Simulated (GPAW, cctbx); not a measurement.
# Bonding in TlSnBi as X-rays see it

Question: by how much does bonding change the X-ray structure factors of TlSnBi, how firmly does DFT give the change, and what does a routine refinement make of it?

The start was made by putting kin elements into a known structure type; the compound need not exist, or be stable, in this form. All numbers below are calculated.

**1. Find the equilibrium geometry**

The density hangs on the geometry, so cell and atoms are relaxed first, with the symmetry held. The cutoff is set higher than for the density because stress converges slowly with plane waves.

Settings: GPAW 26.7.0, PBE, 570 eV, 5×5×5 k-points, Fermi–Dirac width 0.1 eV, BFGS to 0.03 eV/Å.

```text
cell
1.0
     0.000000000    0.000000000    4.233000000
     4.820000000    0.000000000    0.000000000
    -2.410000000    4.174242446    0.000000000
Bi Tl Sn
1 1 1
Direct
0.000000000 0.000000000 0.000000000
0.500000000 0.333333333 0.666666667
0.500000000 0.666666667 0.333333333
```

```console
$ OMP_NUM_THREADS=1 mpirun -n 4 gpaw python run.py > gpaw.log
```

```text
BFGS:    0      -10.184688        1.867711
BFGS:    1      -10.278008        1.569892
BFGS:    2      -10.528717        0.313949
BFGS:    3      -10.542909        0.419577
...
BFGS:   14      -10.790451        0.050812
BFGS:   15      -10.790405        0.071065
BFGS:   16      -10.791055        0.008771
cell  3.2073 5.7964 5.7964  120.00 90.00 90.00
volume 93.324 A^3, largest force 0.000 eV/A, largest stress 0.05 GPa
```

The cell moved far, while the k-mesh and basis were chosen for the start, so the final shape may be somewhat biased.

After 16 steps the volume has changed by +9.6 % and the energy by -0.606 eV; the largest stress left is 0.05 GPa. It took 1.8 min on 4 cores of Arm Neoverse V1 (shared host), peak memory 1.2 GiB.

Relaxed structure: P-6m2 (no. 187), a = 5.7964 Å, b = 5.7964 Å, c = 3.2073 Å, α = 90.00°, β = 90.00°, γ = 120.00°.

```
atom  mult.    x    y    z
 Bi1      1    0    0    0
 Tl1      1  1/3  2/3  1/2
 Sn1      1  2/3  1/3  1/2
```

**2. Density and charge transfer**

X-rays see the whole electron density, so the PAW density is rebuilt with its core regions. Subtracting spherical free atoms from the same code cancels the cores and leaves the deformation density Δρ, the part due to bonding.

Settings: PBE, 450 eV, 7×5×5 k-points (along the axes of the calculation cell), Fermi–Dirac width 0.1 eV; primitive cell of 3 atoms.

```console
$ OMP_NUM_THREADS=1 mpirun -n 4 gpaw python run.py > gpaw.log
```

```text
|iter:   1|       0s |  -10.824750 | -0.34 |       |
|iter:   2|       1s |  -10.823493 | -2.37 | -1.74 |
|iter:   3|       1s |  -10.790369 | -2.45 | -1.78 |
...
|iter:   8|       4s |  -10.791716c| -6.11 | -3.94 |
|iter:   9|       4s |  -10.791718c| -6.97 | -4.52c|
|iter:  10|       5s |  -10.791717c| -7.54c| -5.15c|
```

```text
grid (32, 60, 60)  electrons 214.000  moved by bonding 0.280 e
deformation density beyond 0.5 A of the nuclei: max 0.025, min -0.026 e/A^3
atom        x       y       z   Voronoi charge  moment
Bi1    0.0000  0.0000  0.0000     -0.000       0.00
Tl2    0.5000  0.3333  0.6667     -0.004       0.00
Sn3    0.5000  0.6667  0.3333      0.005       0.00
mean inner potential of superposed free atoms 18.889 V
total magnetic moment 0.000 muB
```

Deformation density in a plane through the shortest contact of the Bi atom at the origin, in 0.01 e/Å³ (clipped at ±99); x from -1.6 to 4.8 Å, y from 2.4 down to -2.4 Å:

```text
 -2  -2   0   1   1   0  -1  -2  -2  -1   0   1   1   0  -2  -2
  0   0   0   1   1   1   0   0   0   0   1   1   1   0   0   0
  1   1   1   1   1   1   1   1   1   1   1   1   1   1   1   1
  1   1   0  -1  -1   0   0   1   1   0   0  -1  -1   0   1   1
  1   0  -2   0   0  -1  -1   1   1  -1  -1   0   0  -2   0   1
  2   0   0  -2   .  -1  -1   1   1  -1  -1   .  -2   0   0   2
  2   0   0   .   .  -2   0   2   2   0  -2   .   .   0   0   2
  2   0   0  -2   .  -1  -1   1   1  -1  -1   .  -2   0   0   2
  1   0  -2   0   0  -1  -1   1   1  -1  -1   0   0  -2   0   1
  0   0   0  -1  -1  -1   0   0   0   0  -1  -1  -1   0   0   0
  0   0   0   0   0   0   0   0   0   0   0   0   0   0   0   0
  0   0   0   1   1   0   0   0   0   0   0   1   1   0   0   0
 -2  -2   0   1   1   0  -1  -2  -2  -1   0   1   1   0  -2  -2
```

Atoms in or within 0.15 Å of the plane: Bi (3.2, 0.0), Bi (0.0, 0.0) Å. Dots mark points within about 0.45 Å of a nucleus; large values next to them are atomic features.

Hardly any net charge crosses the Voronoi midplanes, which need not mean no transfer: free-atom tails already reach into the neighbours' cells. Along the shortest contact from the Bi atom at the map's origin, Bi–Bi at 3.21 Å, Δρ is +0.02 e/Å³ at the midpoint: little piles up between the atoms, as is usual in a metallic crystal, which this run finds. At the midpoints of other shortest contacts it is +0.02 (Tl–Tl, 3.21 Å), +0.03 (Sn–Sn, 3.21 Å) and +0.01 (Tl–Sn, 3.35 Å) e/Å³. Point values carry grid noise of about 0.01 e/Å³. The run needed 10 iterations, 9.3 s.

**3. From the density to structure factors**

The Fourier components of Δρ, added to those of the free atoms, give the static X-ray structure factors; the Mott–Bethe relation turns them into the Fourier components V of the potential that fast electrons feel.

```text
static structure factors of the conventional cell: F in electrons, V (Mott-Bethe) in volts
   h  k  l      d  |F| table  |F| free   |F| DFT   change   |V| free  |V| DFT  change %
   1  0  0  5.0198    31.284    31.225    31.220   -0.005     1.066    1.070      0.4
   0  0  1  3.2073    41.513    41.545    41.472   -0.073     3.261    3.298      1.1
   1  1  0  2.8982   185.497   185.448   185.346   -0.102    11.779   11.821      0.4
   1  0  1  2.7027   129.503   129.457   129.352   -0.105     7.734    7.773      0.5
   2  0  0  2.5099    29.258    29.232    29.234    0.002     0.880    0.880     -0.1
   1  1  1  2.1503    37.051    37.027    36.990   -0.037     2.492    2.500      0.3
   2  0  1  1.9766   119.273   119.231   119.188   -0.043     6.101    6.109      0.1
   2  1  0  1.8973    27.759    27.754    27.736   -0.018     0.761    0.763      0.4
   3  0  0  1.6733   158.415   158.350   158.420    0.070     7.653    7.643     -0.1
   2  1  1  1.6330   111.758   111.720   111.745    0.025     5.149    5.146     -0.1
   0  0  2  1.6037   155.849   155.783   155.873    0.090     7.353    7.342     -0.2
   1  0  2  1.5276    26.334    26.337    26.334   -0.003     0.655    0.655      0.1
   3  0  1  1.4835    31.449    31.401    31.417    0.016     1.794    1.793     -0.1
   2  2  0  1.4491   149.485   149.415   149.489    0.073     6.661    6.653     -0.1
```

The largest X-ray change is -0.10 e on 101, 0.1 % of |F|. For electrons V goes as (Z − F)/g², so a change of F counts against Z − F, which is small at low angle and wherever the atoms' terms cancel: |V| of 001 moves by +1.1 % (3.26 to 3.30 V) against -0.2 % in |F|. The last three rows still change by up to 0.07 e; the table stops while the angles are still low. The tabulated Hartree–Fock atoms differ from the free DFT atoms by up to 0.07 e, so the choice of reference atom matters too.

**4. Which functional?**

The same geometry is run with other functionals, to see whether the bonding signal is larger than the spread between approximations. Free atoms are LDA for LDA and PBE otherwise. Any other changed setting is in the row's label.

| run | ΔF 101 (e) | ΔF 110 (e) | ΔF 002 (e) | q(Tl) (e) | moved (e) | time |
| --- | --- | --- | --- | --- | --- | --- |
| PBE | -0.105 | -0.102 | +0.090 | -0.004 | 0.280 | 9.3 s |
| LDA | -0.105 | -0.099 | +0.075 | -0.009 | 0.271 | 8.9 s |
| revPBE | -0.101 | -0.099 | +0.101 | -0.001 | 0.295 | 9.5 s |

At the base's settings ΔF(101) spans -0.105 to -0.101 e, a spread of 4 % of the PBE value; over the three listed reflections the spread is at most 29 %, so the sign holds and the size hangs on the functional. Times are from shared hosts.

**5. What a spherical-atom refinement makes of it**

Routine crystallography fits spherical atoms. To see the bias, intensities are simulated from tabulated atoms plus the DFT change ΔF, so that bonding alone can misfit (4292 reflections of the full sphere, merged to the counts below, to 0.45 Å, 0.5 % proportional noise plus counting noise, assumed isotropic U as listed, Δρ smeared by the mean U) and refined with cctbx over different ranges.

| range | data | R1 | GooF | U Bi1 (true 0.0066) | U Tl1 (true 0.0067) | U Sn1 (true 0.0081) | largest shift (Å) | Δρ max, min (e/Å³) |
| --- | --- | --- | --- | --- | --- | --- | --- | --- |
| all data | 467 | 0.0033 | 0.93 | 0.0066 | 0.0067 | 0.0081 | 0.0000 | 0.46, -0.30 |
| low resolution, d > 0.84 | 85 | 0.0023 | 0.95 | 0.0066 | 0.0068 | 0.0080 | 0.0000 | 0.13, -0.20 |
| high order, d < 0.75 | 351 | 0.0039 | 0.94 | 0.0066 | 0.0067 | 0.0081 | 0.0000 | 0.37, -0.26 |
| occupancies free, d > 0.7 | 140 | 0.0023 | 0.92 | 0.0066 | 0.0067 | 0.0081 | 0.0000 | 0.21, -0.24 |

With all data GooF is 0.93, so at this noise the bonding hardly shows; the top residual peak lies 0.00 Å from Sn and 3.21 Å from Sn, on the atom. No U is off by more than 3 s.u. at low resolution. Symmetry fixes every coordinate, so the shifts are zero by construction. With Bi1 held at 1 and the scale free, the other occupancies refine to Tl1 0.999(0.002) and Sn1 1.001(0.001), within three s.u. of full.

**6. Answer**

Bonding moves 0.28 e in the primitive cell of TlSnBi and changes the structure factors of the conventional cell in the table above by at most 0.10 e (101, 0.1 %), and among reflections above 2 % of the strongest by up to 0.2 % (001). The shortest bond, Bi–Bi, has Δρ = +0.02 e/Å³ at its midpoint, with no localised bond charge. At the base's settings ΔF(101) spans -0.105 to -0.101 e, a spread of 4 % of the PBE value; over the three listed reflections the spread is at most 29 %, so the sign holds and the size hangs on the functional. With all data GooF is 0.93, so at this noise the bonding hardly shows. Limits: static density, frozen cores, no spin–orbit coupling.

[Outputs are excerpts: Python notices, other lines and further rows are left out; steps that failed or that the build refused (PBEsol, TPSS) are not shown.]

[Logs are printed without paths, hosts, clocks, repeated set-up lines and the standing remarks that a program may print on its own settings, such as how far it seeks lower states.]
